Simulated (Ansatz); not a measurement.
# Phonons of PbSe (Clausthalite, Fm-3m) against volume

Aim: how do the optical modes of PbSe (Clausthalite, Fm-3m) move with volume?

Main program and level: Ansatz 0.2.0; DFT PBE, scalar-relativistic, plane waves, PAW; PAW set soft_1.

### 1. The starting structure

It takes space group Fm-3m (No. 225, cubic). The conventional cell has a = 6.121 Å, b = 6.121 Å, c = 6.121 Å, α = 90.00°, β = 90.00°, γ = 90.00°. Nearest to Se lie 6 Pb at 3.06 Å. Nearest to Pb lie 6 Se at 3.06 Å. Farther neighbours and most contacts between anions are not listed.

### 2. Relaxation

The cell and atoms are relaxed, since residual forces and stress would shift the frequencies.

input.yaml reads:

```yaml
crystal:
  lattice:
    - [0.0, 3.06065, 3.06065]
    - [3.06065, 0.0, 3.06065]
    - [3.06065, 3.06065, 0.0]
  atoms:
    - { symbol: Se, position: [0.5, 0.5, 0.5] }
    - { symbol: Pb, position: [0.0, 0.0, 0.0] }
kpoints:
  mp_grid: { grid: [10, 10, 10] }
hamiltonian:
  xc: pbe
  pseudopotentials: { kind: paw, azcp: { folder: soft_1 } }
scf:
  occupations: { method: gaussian, width: 0.01 }
output:
  forces: true
  stress: true
  eigenvalues: true
  write_density: true
  write_potential: true
  elf: true
  volumetric_format: npy
relax:
  adjacent_minimum: "off"
  f_tol: 0.005
  max_steps: 80
  cell: { stress_tol: 0.05 }
```

Command:

```sh
> ansatz run input.yaml --threads 4 --pin off --max-ram 10240MiB --backend cpu --events-out ev --progress --plain --runs-dir out
```

Numbers of over 12 decimals in the logs are rounded to 6 here.

What it wrote:

```text
Engine: ansatz 0.2.0, x86_64-unknown-linux-gnu
Pseudopotentials: kind: paw
Pseudopotential: Se, paw, valence charge 16, recommended cutoff 420 eV (normal), soft_1/Se.paw.azcp
Pseudopotential: Pb, paw, valence charge 14, recommended cutoff 420 eV (normal), soft_1/Pb.paw.azcp
Functional definition: PBE
  parameter kappa = 0.804
  parameter beta = 0.066725
  exchange = pbe_x(kappa = kappa, mu = beta*pi^2/3)
  correlation = pbe_c(beta = beta)
Crystal: 2 atoms, lattice volume = 57.342 Å³
Basis set: ecut = 420 eV, 1139 PW (Γ), exchange–correlation on 60×60×60 points (8 copies of the dense FFT grid, shifted against one another)
Bands: 19, of which v1, the nominal top of the filled ones, is band 15 counted from 1 (14 counted from 0)
Symmetry: 48 space group operations
Space group: Fm-3m (ITA 225), of the structure as read, at distance tolerance 3.9e-5 Å
k-points: 47 of 1000
Non-local potential: Se, projectors of the file, l = 0: 2, l = 1: 2, l = 2: 3, l = 3: 1
Non-local potential: Pb, projectors of the file, l = 0: 2, l = 1: 2, l = 2: 2, l = 3: 1
PAW form: soft (Blöchl's): semilocal exchange-correlation on the pseudo side does not see the compensation charge
PAW one-centre angular grid: Se, 590 points (default); XC on 64 Gauss nodes
PAW one-centre angular grid: Pb, 590 points (default); XC on 64 Gauss nodes
Initial density: superposition of atomic densities (chi_scale 0.1, normalization cell, long waves kept (reshape's long-wave potential 0.00 eV rms))
Initial wavefunctions: pseudopotential atomic-orbital guess
Functional: x = pbe(κ = 0.804, μ = 0.219515), c = pbe(β = 0.066725)
SCF iter   1: F=—  HF=-17379.120432 eV  |F-HF|=—  |Δ(HF+E_count)|=         —  Δρ=2.12e-2  dr2=4.06e-1  ethr=3.10e-3  ⟨swp⟩=7.2  Hψ=4697  notcnv=0
preconditioner: auto → none  [insulator: Δε(μ)=0.450 eV  Ē_g=15.248 eV  σ=0.010 eV  W_gap=1.00  n_scr=14 (ndim 8)  ℏωp=21.9 eV  f_vac=0.000  D(μ)=0.00/eV (n_scr^D=0)  ε∞_Penn≈3.1]
SCF iter   2: F=—  HF=-17379.050653 eV  |F-HF|=—  |Δ(HF+E_count)|=   6.98e-2  Δρ=1.07e-2  dr2=1.01e-1  ethr=1.35e-3  ⟨swp⟩=2.0  Hψ=1452  notcnv=0
SCF iter   3: F=—  HF=-17379.032022 eV  |F-HF|=—  |Δ(HF+E_count)|=   1.86e-2  Δρ=1.44e-3  dr2=1.03e-3  ethr=3.38e-4  ⟨swp⟩=2.6  Hψ=1314  notcnv=0
SCF iter   4: F=—  HF=-17379.031315 eV  |F-HF|=—  |Δ(HF+E_count)|=   7.07e-4  Δρ=3.86e-4  dr2=2.64e-5  ethr=3.43e-6  ⟨swp⟩=2.2  Hψ=2128  notcnv=0
SCF iter   5: F=—  HF=-17379.031382 eV  |F-HF|=—  |Δ(HF+E_count)|=   6.76e-5  Δρ=1.04e-4  dr2=3.29e-6  ethr=8.80e-8  ⟨swp⟩=2.0  Hψ=1783  notcnv=0
SCF iter   6: F=—  HF=-17379.031385 eV  |F-HF|=—  |Δ(HF+E_count)|=   2.76e-6  Δρ=2.71e-5  dr2=1.47e-7  ethr=1.10e-8  ⟨swp⟩=2.0  Hψ=1598  notcnv=0
SCF iter   7: F=-17379.031386 eV  HF=-17379.031386 eV  |F-HF|=5.57e-9  |Δ(HF+E_count)|=   6.71e-7  Δρ=4.09e-6  dr2=5.71e-9  ethr=3.33e-10  ⟨swp⟩=9.1  Hψ=6145  notcnv=0
SCF 1 converged in 7 iterations: F = -17379.031386 eV  dr2 = 5.71e-9
  greatest PAW one-centre occupation: 1.000 electrons in one spin orbital (limit 2), on the Se atom at site 0 (counted from 0), in its partial waves of l = 2
relax step   1: F+E_penalty+E_count = -17379.03138568 eV  Δ(F+E_penalty+E_count) = +0.000e0 eV  max|allowed force component| = 4.142e-30 eV/Å  Δτ_max = 0.0000 Å  P = +2.434 GPa  Ω = 57.342 Å³  (7 SCF iters, dr2 threshold 1.00e-7 eV, accepted)
Crystal: 2 atoms, lattice volume = 61.386 Å³
Basis set: ecut = 420 eV, 1243 PW (Γ), exchange–correlation on 60×60×60 points (8 copies of the dense FFT grid, shifted against one another)
Initial density: handed on by an earlier stage of this run
Initial wavefunctions: those handed on with the density
iter 1 solved again at ethr=8.52e-6 eV; its pass at ethr=3.10e-3 eV (dr2=2.56e-3 eV) is discarded
SCF iter   1: F=—  HF=-17379.047255 eV  |F-HF|=—  |Δ(HF+E_count)|=         —  Δρ=1.42e-3  dr2=2.32e-3  ethr=8.52e-6  ⟨swp⟩=2.9  Hψ=6540  notcnv=0
preconditioner: auto → none  [insulator: Δε(μ)=0.515 eV  Ē_g=15.088 eV  σ=0.010 eV  W_gap=1.00  n_scr=14 (ndim 8)  ℏωp=21.2 eV  f_vac=0.037  D(μ)=0.00/eV (n_scr^D=0)  ε∞_Penn≈3.0]
SCF iter   2: F=—  HF=-17379.047047 eV  |F-HF|=—  |Δ(HF+E_count)|=   2.08e-4  Δρ=7.84e-4  dr2=5.42e-4  ethr=7.73e-6  ⟨swp⟩=3.0  Hψ=1457  notcnv=0
SCF iter   3: F=—  HF=-17379.047064 eV  |F-HF|=—  |Δ(HF+E_count)|=   1.73e-5  Δρ=3.46e-4  dr2=9.96e-5  ethr=1.81e-6  ⟨swp⟩=2.4  Hψ=1702  notcnv=0
SCF iter   4: F=—  HF=-17379.047095 eV  |F-HF|=—  |Δ(HF+E_count)|=   3.11e-5  Δρ=5.96e-5  dr2=1.75e-6  ethr=3.32e-7  ⟨swp⟩=2.3  Hψ=1474  notcnv=0
SCF iter   5: F=-17379.047097 eV  HF=-17379.047097 eV  |F-HF|=1.61e-7  |Δ(HF+E_count)|=   1.50e-6  Δρ=2.36e-5  dr2=1.69e-7  ethr=6.67e-10  ⟨swp⟩=11.2  Hψ=8639  notcnv=0
SCF 2 converged in 5 iterations: F = -17379.047097 eV  dr2 = 1.69e-7
  Residual-converged pass: ⟨swp⟩=1.0  Hψ=1084  notcnv=0  max |occ|·‖R‖ = 7.0e-9 eV (tolerance 1.0e-8 eV)  dr2=1.69e-7  dr2_onsite=8.25e-8  max |Δocc| = 3.1e-284
relax step   2: F+E_penalty+E_count = -17379.04709698 eV  Δ(F+E_penalty+E_count) = -1.571e-2 eV  max|allowed force component| = 1.249e-30 eV/Å  Δτ_max = 0.0000 Å  P = -0.943 GPa  Ω = 61.386 Å³  energy of the carried Pulay correction = -5.029e-4 eV  (5 SCF iters, dr2 threshold 2.00e-7 eV, accepted)
Crystal: 2 atoms, lattice volume = 60.200 Å³
iter 1 solved again at ethr=9.20e-7 eV; its pass at ethr=3.10e-3 eV (dr2=2.76e-4 eV) is discarded
SCF iter   1: F=—  HF=-17379.051093 eV  |F-HF|=—  |Δ(HF+E_count)|=         —  Δρ=3.96e-4  dr2=1.75e-4  ethr=9.20e-7  ⟨swp⟩=3.0  Hψ=6429  notcnv=0
preconditioner: auto → none  [insulator: Δε(μ)=0.441 eV  Ē_g=15.165 eV  σ=0.010 eV  W_gap=1.00  n_scr=14 (ndim 8)  ℏωp=21.4 eV  f_vac=0.026  D(μ)=0.00/eV (n_scr^D=0)  ε∞_Penn≈3.0]
SCF iter   2: F=—  HF=-17379.051069 eV  |F-HF|=—  |Δ(HF+E_count)|=   2.40e-5  Δρ=2.20e-4  dr2=3.80e-5  ethr=5.82e-7  ⟨swp⟩=2.0  Hψ=1251  notcnv=0
SCF iter   3: F=—  HF=-17379.051069 eV  |F-HF|=—  |Δ(HF+E_count)|=   2.15e-7  Δρ=9.15e-5  dr2=6.63e-6  ethr=1.27e-7  ⟨swp⟩=2.2  Hψ=1205  notcnv=0
SCF iter   4: F=-17379.051070 eV  HF=-17379.051070 eV  |F-HF|=4.61e-8  |Δ(HF+E_count)|=   1.01e-6  Δρ=1.43e-5  dr2=1.42e-7  ethr=6.67e-10  ⟨swp⟩=8.2  Hψ=7119  notcnv=0
SCF 3 converged in 4 iterations: F = -17379.051070 eV  dr2 = 1.42e-7
relax step   3: F+E_penalty+E_count = -17379.05107022 eV  Δ(F+E_penalty+E_count) = -3.973e-3 eV  max|allowed force component| = 1.578e-29 eV/Å  Δτ_max = 0.0000 Å  P = -0.077 GPa  Ω = 60.200 Å³  energy of the carried Pulay correction = -3.613e-4 eV  (4 SCF iters, dr2 threshold 2.00e-7 eV, accepted)
[...]
relax step   4: F+E_penalty+E_count = -17379.05110742 eV  Δ(F+E_penalty+E_count) = -3.720e-5 eV  max|allowed force component| = 1.709e-30 eV/Å  Δτ_max = 0.0000 Å  P = +0.002 GPa  Ω = 60.097 Å³  energy of the carried Pulay correction = -3.488e-4 eV  (4 SCF iters, dr2 threshold 1.49e-8 eV, accepted)
Initial wavefunctions: pseudopotential atomic-orbital guess (no wavefunctions were taken with the density)
iter 1 solved again at ethr=5.80e-8 eV; its pass at ethr=3.10e-3 eV (dr2=1.74e-5 eV) is discarded
SCF iter   1: F=—  HF=-17379.044199 eV  |F-HF|=—  |Δ(HF+E_count)|=         —  Δρ=7.42e-4  dr2=1.23e-5  ethr=5.80e-8  ⟨swp⟩=3.2  Hψ=7326  notcnv=0
preconditioner: auto → none  [insulator: Δε(μ)=0.444 eV  Ē_g=15.170 eV  σ=0.010 eV  W_gap=1.00  n_scr=14 (ndim 8)  ℏωp=21.4 eV  f_vac=0.026  D(μ)=0.00/eV (n_scr^D=0)  ε∞_Penn≈3.0]
SCF iter   2: F=—  HF=-17379.049697 eV  |F-HF|=—  |Δ(HF+E_count)|=   5.50e-3  Δρ=3.73e-4  dr2=5.14e-6  ethr=4.09e-8  ⟨swp⟩=2.0  Hψ=1312  notcnv=0
SCF iter   3: F=—  HF=-17379.050883 eV  |F-HF|=—  |Δ(HF+E_count)|=   1.19e-3  Δρ=2.12e-4  dr2=7.35e-7  ethr=1.71e-8  ⟨swp⟩=2.0  Hψ=1128  notcnv=0
SCF iter   4: F=—  HF=-17379.051424 eV  |F-HF|=—  |Δ(HF+E_count)|=   5.41e-4  Δρ=4.98e-5  dr2=5.88e-8  ethr=2.45e-9  ⟨swp⟩=2.0  Hψ=1590  notcnv=0
SCF iter   5: F=—  HF=-17379.051454 eV  |F-HF|=—  |Δ(HF+E_count)|=   3.05e-5  Δρ=6.60e-6  dr2=3.15e-9  ethr=1.96e-10  ⟨swp⟩=2.0  Hψ=1598  notcnv=0
SCF iter   6: F=—  HF=-17379.051455 eV  |F-HF|=—  |Δ(HF+E_count)|=   5.00e-7  Δρ=6.55e-7  dr2=1.03e-10  ethr=1.05e-11  ⟨swp⟩=2.0  Hψ=1087  notcnv=0
SCF iter   7: F=-17379.051455 eV  HF=-17379.051455 eV  |F-HF|=0.00e0  |Δ(HF+E_count)|=   3.13e-9  Δρ=7.77e-8  dr2=7.33e-12  ethr=1.00e-12  ⟨swp⟩=6.2  Hψ=4049  notcnv=0
SCF 5 converged in 7 iterations: F = -17379.051455 eV  dr2 = 7.33e-12
relax step   5: F+E_penalty+E_count = -17379.05145482 eV  Δ(F+E_penalty+E_count) = -3.474e-4 eV  max|allowed force component| = 3.024e-30 eV/Å  Δτ_max = 0.0000 Å  P = +0.001 GPa  Ω = 60.097 Å³  stress off target by 1.08e-3 GPa  SCF on the basis re-selected at this cell (its energy is not comparable with the rows above)  (7 SCF iters)
basis re-selected at this cell: Δ(F+E_penalty+E_count) = -3.474e-4 eV, ΔP = -0.001 GPa vs the last step (what re-selecting the basis moved, of the pressure what is left beyond the Pulay correction that the steps carried, after the strain that the cell walked since its last selection, with what the two solves' SCF thresholds leave and, on support functions, any second-order correction that the steps lacked; it is no m [...]
SCF converged after 7 iterations
Free energy (F): -17379.051455 eV
Harris-Foulkes:  -17379.051455 eV  (|F-HF|=0.00e0)
Internal energy: -17379.051455 eV  (E = F + TS)
E sigma→0 (E₀):  -17379.051455 eV
Fermi energy:    8.398256 eV
--- Per-component energies (eV) ---
  E_band       = -444.837694
  E_kinetic    = 401.652316
  E_local      = -3793.809089  (includes V_loc(G=0)·N_el)
  E_nonlocal   = -49.219472
  E_hartree    = 1839.663702
  E_xc         = -291.493776
  E_vxc        = -228.828522  (∫ρ·V_xc dr)
  E_paw        = -12520.877986  (= ΣΔE_a)
  E_vpaw       = -453.960053  (= ΣTr[D̂ρ^β])
  E_aug_tail   = -0.000369  (compensation charges beyond the density's cutoff)
  E_ewald      = -2964.966782
  E_smearing   = -0.000000  (= −TS)
  E_closure    = 0.000000  (closes the sum)
  Σ components = -17379.051455   (vs F -17379.051455, Δ=0.00e0)
--- Forces (eV/Å), atoms counted from 1 ---
  atom   1  Se    -0.00000000     0.00000000    -0.00000000
  atom   2  Pb    -0.00000000    -0.00000000     0.00000000
  max |Σ_I F_I| component: 4.60e-30 eV/Å
--- Stress (GPa, compression-positive) ---
        0.001082      -0.000000      -0.000000
       -0.000000       0.001082      -0.000000
       -0.000000      -0.000000       0.001082
  P = ⅓ Tr σ = 0.0011 GPa (0.011 kbar)
--- Band table (eV; the first three rows and the last of 47) ---
  k-point 0: bands = [... 11 lower, 1.8349, 6.5435, 6.5435, 6.5435, 12.8218, 12.8218, 12.8218, 14.8357]
  k-point 1: bands = [... 11 lower, 1.6164, 6.5677, 6.5677, 6.6934, 12.1117, 12.3991, 12.3991, 14.6866]
  k-point 2: bands = [... 11 lower, 1.0734, 6.6397, 6.6397, 7.0451, 10.9378, 11.5711, 11.5711, 14.6621]
  k-point 46: bands = [... 11 lower, 0.4044, 4.0911, 4.5863, 7.1670, 10.5627, 12.8439, 13.4075, 15.0875]
--- Relaxed structure (4 steps of the walk, 4 accepted, 1 SCFs on fresh bases) ---
  F+E_penalty+E_count = -17379.05145482 eV   max|allowed force component| = 3.024e-30 eV/Å   (the final SCF, on the basis selected at the relaxed cell)
  cell:  # Å, volume = 60.0966 Å³
    - [0, 3.108899, 3.108899]
    - [3.108899, 0, 3.108899]
    - [3.108899, 3.108899, 0]
  atoms:
    - { symbol: Se, position: [0.5, 0.5, 0.5] }
    - { symbol: Pb, position: [0, 0, 0] }
```

Run time: 15 s. Hardware: 4 threads of Intel Xeon at 2.50GHz (Skylake/Cascade Lake), shared host; peak memory 0.43 GiB.

Step by step:

```csv
step,energy less that of the first step (eV),largest force component (eV/Å),pressure (GPa),volume (Å³)
1,0.0000,0.0000,2.43,57.34
2,-0.0157,0.0000,-0.94,61.39
3,-0.0197,0.0000,-0.08,60.20
4,-0.0197,0.0000,0.00,60.10
5*,-0.0201,0.0000,0.00,60.10
```

Relaxation steps marked * repeat the geometry before them on a plane-wave basis chosen anew for their cell, so energy and pressure can jump there.

Forces are held to the 48 operations that the run works with; a distortion that breaks them can't arise in this run.

```csv
"conventional cell, symmetrised",before,after,change
a (Å),6.121,6.218,+1.6 %
b (Å),6.121,6.218,+1.6 %
c (Å),6.121,6.218,+1.6 %
volume (Å³/atom),28.67,30.05,+4.8 %
```

The relaxed structure:

```xyz
2
Lattice="0.0000 3.1089 3.1089 3.1089 0.0000 3.1089 3.1089 3.1089 0.0000" Properties=species:S:1:pos:R:3 pbc="T T T"
Se    3.1089    3.1089    3.1089
Pb    0.0000    0.0000    0.0000
```

Numbers from this step:

- pressure: 0.001082 GPa
- gap on the k-mesh: 0.4403 eV
- volume per atom: 30.05 Å³

Valence density in the ac plane of the conventional cell at fractional y = 0.000, with atoms of Se and Pb within 0.2 Å of it. It is the smooth field of the valence electrons, not physical close to the nuclei.

Ten steps, logarithmic in the rise over the least value, from '0' (0 e/Å³) to '9' (43 e/Å³), each cell a mean:
```
54210125873100145
43100012432100124
21000001111000011
00000000000000000
00000000000000000
11000001211000011
32100013442100123
85210134554100137
96210135654200148
63100024543100125
21100012331000012
10000000110000001
00000000000000000
10000000110000001
32100011221000012
54200013652100134
65310126983100245
```
Columns run along a (6.2 Å), rows up along c (6.2 Å), edges of the conventional cell, whose origin can differ from the input's. Atoms in or near the plane, at fractional coordinates: Se at (0.50, 0.00), Se at (0.00, 0.50), Pb at (0.00, 0.00), Pb at (0.50, 0.50).

ELF in the ac plane of the conventional cell at fractional y = 0.000, with atoms of Se and Pb within 0.2 Å of it. It is the smooth field of the valence electrons, not physical close to the nuclei.

Ten even steps from '0' (0.02) to '9' (0.77), each cell a mean:
```
02533897359953441
35533799899942454
44311589999621244
32100245665310123
65310012332101245
99841134444213699
89972355445425999
37983352014436995
16983351004436983
68973353125425997
99962245555314899
88631123333102578
43210123332100133
33211367887410133
55422699999831355
24533898679952452
02534896138963430
```
Columns run along a (6.2 Å), rows up along c (6.2 Å), edges of the conventional cell, whose origin can differ from the input's. Atoms in or near the plane, at fractional coordinates: Se at (0.50, 0.00), Se at (0.00, 0.50), Pb at (0.00, 0.00), Pb at (0.50, 0.50).

Electrostatic potential energy in the ac plane of the conventional cell at fractional y = 0.000, with atoms of Se and Pb within 0.2 Å of it. With pseudopotentials it is smooth inside the atoms' cores, unlike the true potential.

Ten even steps from '_' (-33 eV) to '@' (12 eV), each cell a mean:
```
____::##@@%%**##@@%%++##@@%%++____
__..++%%@@@@##++++++**%%@@@@##--__
++**%%@@@@@@@@%%####%%@@@@@@%%##++
%%@@@@@@@@@@@@@@@@@@@@@@@@@@@@@@%%
@@@@@@@@@@@@@@@@%%%%@@@@@@@@@@@@@@
##%%@@@@@@@@%%**++++##@@@@@@@@%%##
++++##@@@@%%++..____--##@@@@%%**++
@@****%%@@##::________++%%@@##++%%
@@##++%%@@##..__..____++%%@@##++@@
##++**@@@@%%--______..**@@@@%%++##
++**%%@@@@@@##--..::++%%@@@@@@##**
%%@@@@@@@@@@@@%%####%%@@@@@@@@@@%%
@@@@@@@@@@@@@@@@@@@@@@@@@@@@@@@@@@
##%%@@@@@@@@@@@@%%%%@@@@@@@@@@%%##
::==##@@@@@@%%**++**##@@@@@@%%++::
____==%%@@@@**++##**++%%@@@@**..__
..__::##@@%%++##@@@@++##@@%%++____
```
Columns run along a (6.2 Å; values clipped at the 3rd and 97th percentile), rows up along c (6.2 Å), edges of the conventional cell, whose origin can differ from the input's. Atoms in or near the plane, at fractional coordinates: Se at (0.50, 0.00), Se at (0.00, 0.50), Pb at (0.00, 0.00), Pb at (0.50, 0.50).

In this step the volume went from 28.67 to 30.05 Å³/atom.

### 3. Tight relaxation

A first tight relaxation and response on 12×12×12 k points, not shown, drew a warning on the mesh, so the tight relaxation is repeated on 16×16×16 points.

input.yaml reads:

```yaml
crystal:
  lattice:
    - [0.0, 3.1088988503, 3.1088988503]
    - [3.1088988503, 0.0, 3.1088988503]
    - [3.1088988503, 3.1088988503, 0.0]
  atoms:
    - { symbol: Se, position: [0.5, 0.5, 0.5] }
    - { symbol: Pb, position: [0.0, 0.0, 0.0] }
kpoints:
  mp_grid: { grid: [16, 16, 16] }
hamiltonian:
  xc: pbe
  pseudopotentials: { kind: paw, azcp: { folder: soft_1 } }
scf:
  occupations: { method: fixed }
output:
  forces: true
  stress: true
  eigenvalues: true
relax:
  adjacent_minimum: "off"
  f_tol: 0.001
  max_steps: 60
  cell: { stress_tol: 0.01 }
```

What it wrote:

```text
[...]
Crystal: 2 atoms, lattice volume = 60.097 Å³
Basis set: ecut = 420 eV, 1211 PW (Γ), exchange–correlation on 60×60×60 points (8 copies of the dense FFT grid, shifted against one another)
Bands: 19, of which v1, the nominal top of the filled ones, is band 15 counted from 1 (14 counted from 0)
Symmetry: 48 space group operations
[...]
k-points: 145 of 4096
[...]
k-point 144: bands = [... 11 lower, 0.3597, 4.3288, 4.3288, 7.5077, 10.1402, 13.1277, 13.1277, 15.8628]
--- Relaxed structure (1 steps of the walk, 1 accepted, 1 SCFs on fresh bases) ---
[...]
cell:  # Å, volume = 60.0966 Å³
    - [0.0, 3.1088988503, 3.1088988503]
    - [3.1088988503, 0.0, 3.1088988503]
    - [3.1088988503, 3.1088988503, 0.0]
  atoms:
    - { symbol: Se, position: [0.5, 0.5, 0.5] }
    - { symbol: Pb, position: [0.0, 0.0, 0.0] }
[key lines of the parts left out:]
SCF converged after 6 iterations
Free energy (F): -17379.051282 eV
Fermi energy:    8.178268 eV
P = ⅓ Tr σ = 0.0040 GPa (0.040 kbar)
```

Wall time 19 s (4 threads); peak memory 0.49 GiB.

Little changed from the start: no atom moved by 0.005 Å and no cell edge by 0.1 %.

This step gave:

```yaml
pressure: 0.004046 GPa
gap_on_the_k_mesh: 0.4402 eV
```

The forces vanish by symmetry and the pressure is 0.004 GPa, within the tolerances set. The cell now holds 30.05 Å³/atom.

[end of part 1 of 3]

[Logs are printed without paths, hosts, clocks, repeated set-up lines and the standing remarks that a program may print on its own settings, such as how far it seeks lower states.]

[Hosts, paths, dates, database ids (printed as entryN), source tags and the programs' standing remarks are cut or masked in the printed files.]
